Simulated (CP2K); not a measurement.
Two runs for the O K edge of isocyanooxirane. Run A: CP2K XAS_TDP, all-electron GAPW, PBEh(45%), aug-cc-pVDZ, TDA, no relativity. Run B differs in one setting.

First lines with a strength over 0.0015. A:

```tsv
atom	energy (eV)	states	strength, one atom
O5 (bonded to 2 C)	530.61	1	0.0383
	530.94	1	0.0395
	534.06	1	0.0059
	534.62	1	0.0022
	534.92	1	0.0072
```

B:

```tsv
atom	energy (eV)	states	strength, one atom
O5 (bonded to 2 C)	511.03	1	0.0080
	511.82	1	0.0025
	512.53	1	0.0043
	513.41	1	0.0088
	514.58	1	0.0018
```

Q: Which was it: scalar relativity switched on, the basis, the functional, GW2X switched on?

The functional (functional from PBEh(45%) to PBE; the lines alone don't name the new value). A functional moves all lines by electronvolts and changes their spacings and strengths. Against PBEh(45%) in aug-cc-pVDZ, the leading line moves by -19.58 eV, to 511.03 eV; the strength of O5's goes from 0.0383 to 0.0080, so the two may not be the same state. The next line of O5 over the strength cut lies 0.79 eV higher, against 0.33.

[Banner, clock and machine lines of the logs are left out without a mark of their own.]

[Logs are printed without paths, hosts, clocks, repeated set-up lines and the standing remarks that a program may print on its own settings, such as how far it seeks lower states.]

[Hosts, paths, dates, database ids (printed as entryN), source tags and the programs' standing remarks are cut or masked in the printed files.]
